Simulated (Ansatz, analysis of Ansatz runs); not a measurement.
# NV- centre in diamond: hyperfine coupling against experiment, part 2 of 2

Aim: the hyperfine coupling of the NV- centre in diamond, to be set beside the measurement. Set-up: PBE, 64-site cell, measured lattice, 420 eV, k: the single point 1/4 1/4 1/4 then 2x2x2 shifted 0.5 0.5 0.5. The model is a cell of 64 host atoms with 1 site emptied and N put on another atom's site. The isotropic coupling follows from the spin density at the nucleus, the nuclear g-factor and the total spin. The measured lattice removes the functional's error in the volume.

Ansatz 0.2.0; PBE, 64-site cell, measured lattice, 420 eV, k: the single point 1/4 1/4 1/4 then 2x2x2 shifted 0.5 0.5 0.5.

So far: The structure; Relaxation, charge −1.

### 3. Contact spin densities

The relaxed structure is kept, and the final numbers are taken at the final level and k-points.

This step: plane-wave PAW DFT, PBE; single point of a defect supercell.

The input, point/input.yaml:

```yaml
crystal:
  lattice:
    - [7.13348, 0.0, 0.0]
    - [0.0, 7.13348, 0.0]
    - [0.0, 0.0, 7.13348]
  atoms:
    - { symbol: C, position: [-0.001336568, -0.001069635, 0.249459842] }
    - { symbol: C, position: [-0.001334467, 0.249776351, -0.001386752] }
    - { symbol: C, position: [0.249509906, -0.001067331, -0.001389667] }
    - { symbol: "N", position: [0.239486042, 0.23975164, 0.239411766] }
    - { symbol: C, position: [0.125753773, 0.126008819, 0.369070836] }
    - { symbol: C, position: [0.125742621, 0.369404709, 0.125690525] }
    - { symbol: C, position: [0.369126555, 0.126006415, 0.125696672] }
    - { symbol: C, position: [5.639e-05, 0.000314912, 0.748985442] }
    - { symbol: C, position: [0.001997572, 0.251360997, 0.497701404] }
    - { symbol: C, position: [0.251100303, 0.002254773, 0.497702798] }
    - { symbol: C, position: [0.250357197, 0.250619989, 0.748712565] }
    - { symbol: C, position: [0.125046623, 0.125308638, 0.873860445] }
    - { symbol: C, position: [0.12769099, 0.376636586, 0.623063713] }
    - { symbol: C, position: [0.376377872, 0.127949302, 0.623068008] }
    - { symbol: C, position: [0.375213757, 0.375473439, 0.875106732] }
    - { symbol: C, position: [0.001994016, 0.498021413, 0.251046573] }
    - { symbol: C, position: [5.4328e-05, 0.749307868, -1.487e-06] }
    - { symbol: C, position: [0.251101153, 0.49802026, 0.001941532] }
    - { symbol: C, position: [0.250355836, 0.749025931, 0.250304988] }
    - { symbol: C, position: [0.127692946, 0.623384536, 0.376321361] }
    - { symbol: C, position: [0.125045085, 0.874183377, 0.124995685] }
    - { symbol: C, position: [0.376376236, 0.623383991, 0.12764103] }
    - { symbol: C, position: [0.375210442, 0.875421329, 0.375156985] }
    - { symbol: C, position: [-0.000460072, 0.499585076, 0.750490364] }
    - { symbol: C, position: [-0.000456512, 0.750811625, 0.499269869] }
    - { symbol: C, position: [0.244222086, 0.508968464, 0.508649885] }
    - { symbol: C, position: [0.250876533, 0.75115123, 0.750841224] }
    - { symbol: C, position: [0.125473515, 0.624269368, 0.875943835] }
    - { symbol: C, position: [0.125474973, 0.876262232, 0.623950399] }
    - { symbol: C, position: [0.374245769, 0.624889839, 0.624576508] }
    - { symbol: C, position: [0.374708833, 0.875541083, 0.875227638] }
[... 24 lines left out ...]
    - { symbol: C, position: [0.499799953, 0.500062713, 0.749526323] }
    - { symbol: C, position: [0.499801466, 0.749843139, 0.499746893] }
    - { symbol: C, position: [0.749578327, 0.500060012, 0.499747091] }
    - { symbol: C, position: [0.74971491, 0.749977506, 0.749661659] }
    - { symbol: C, position: [0.624902107, 0.625166571, 0.875093266] }
    - { symbol: C, position: [0.624899093, 0.875411025, 0.6248475] }
    - { symbol: C, position: [0.875146598, 0.625162778, 0.624847885] }
    - { symbol: C, position: [0.874904139, 0.875167542, 0.874851392] }
total_charge: -1
basis:
  ecutwfc: 420
  xc_grid: 2
hamiltonian:
  xc: pbe
kpoints:
  mp_grid: { grid: [2, 2, 2], shift: [0.5, 0.5, 0.5] }
magnetization:
  spin_polarized: true
  initial_magnetization: 2
  spin_locking: { lock_magnetization: hard }
scf:
  occupations: { method: fermi_dirac, width: 0.01 }
  max_iter: 120
output:
  forces: true
  efg: {}
  eigenvalues: true
checkpoint:
  read: "../relax.run"
```

The run is started by

```console
ansatz run input.yaml --threads 2 --pin off --max-ram 3768MiB --backend cpu --events-out ev --progress --plain --runs-dir out
```

Numbers of over 12 decimals in the logs are rounded to 6 here.

Log:

```text
[...]
Warning: the atoms were moved onto the symmetric positions of the space group found under crystal.symmetry.tolerance 1.0e-5 (fractional; [...]
Warning: at least one further symmetry operation maps every atom of the structure, as the run holds it, onto an atom to within 3.15e-5 (fractional), and is not used: no operation is sought that the atoms, as the run holds them, miss by more than 2.00e-5, [...]
Warning: checkpoint.read: the run can stay near the saved state's solution: 43 site(s) moved relative to the saved geometry (max |Δs| = 7.306e-6 fractional); [...]
[...]
Crystal: 63 atoms, lattice volume = 362.998 Å³
Basis set: ecut = 420 eV, 7123 PW (Γ), exchange–correlation on 96×96×96 points (8 copies of the dense FFT grid, shifted against one another)
Bands: 191, of which v1, the nominal top of the filled ones, is band 127 counted from 1 (126 counted from 0)
Symmetry: 2 space group operations
[...]
atom   9  C  V_zz =    +0.298802   η = 0.9720   by run symmetry: allowed
[...]
atom  10  C  V_zz =    +0.298802   η = 0.9720   by run symmetry: allowed
[...]
atom  26  C  V_zz =    -2.196779   η = 0.0715   by run symmetry: allowed
[...]
atom  32  C  V_zz =    +0.298572   η = 0.9727   by run symmetry: allowed
[...]
atom  41  C  V_zz =    -2.196779   η = 0.0715   by run symmetry: allowed
[...]
atom  48  C  V_zz =    -2.196448   η = 0.0715   by run symmetry: allowed
[...]
--- Band table (eV; the first three rows and the last of 6) ---
[...]
[... further k-points left out ...]
[key lines of the parts left out:]
SCF converged after 6 iterations
Magnetization: 2.0000 μB (128.0000 up, 126.0000 down)
Free energy (F): -15913.481017 eV
Fermi energy:    15.080759 (↑ 16.270534, ↓ 14.756864) eV
```

Wall time 29 s (2 threads of Intel Xeon Platinum 8375C at 2.90GHz (Ice Lake), shared host); peak memory 1.1 GiB; 56 s of CPU time.

Read from the output:

```yaml
free_energy: -15913.4810 eV
total_moment: 2 μB
integral_of_the_absolute_spin_density: 2.207 μB
spin_contamination: 0.007442
```

The largest moments in the atoms' spheres: C48 0.25, C26 0.25, C41 0.25, C50 0.02, C49 0.02, C24 0.02 μB.

Contact couplings A = (2/3) μ0 ge μB gN μN ρs / (2S h), for each element's most abundant magnetic isotope:

```csv
atom,isotope,distance from the centre (Å),contact spin density (e/Å³),A (MHz)
C26,13C,1.64,1.42,117.9
C41,13C,1.64,1.42,117.9
C48,13C,1.64,1.42,117.9
C49,13C,3.89,0.185,15.4
C50,13C,3.89,0.185,15.4
C24,13C,3.89,0.185,15.4
C25,13C,3.89,0.185,15.4
C40,13C,3.89,0.185,15.4
C42,13C,3.89,0.185,15.4
C27,13C,3.90,0.156,13.0
```

### 4. Outcome

- 14N, isotropic: -1.8 MHz
- integral of the absolute spin density: 2.21 μB
- time of the whole chain: 75 s on 2 threads

In words: 14N, isotropic: computed -1.8 MHz, measured -2.51 MHz; 0.7 MHz (27 %) smaller in size than the measurement. Only the isotropic (Fermi contact) part is computed, with core polarisation; no vibrational averaging. Limits: the periodic copies of the defect are only 7.1 Å apart.

[Logs are printed without paths, hosts, clocks, repeated set-up lines and the standing remarks that a program may print on its own settings, such as how far it seeks lower states.]

[Hosts, paths, dates, database ids (printed as entryN), source tags and the programs' standing remarks are cut or masked in the printed files.]

[For some hosts the program warned that the k-mesh of the response run may be too coarse for force constants and the static dielectric constant; such warnings are not shown here.]
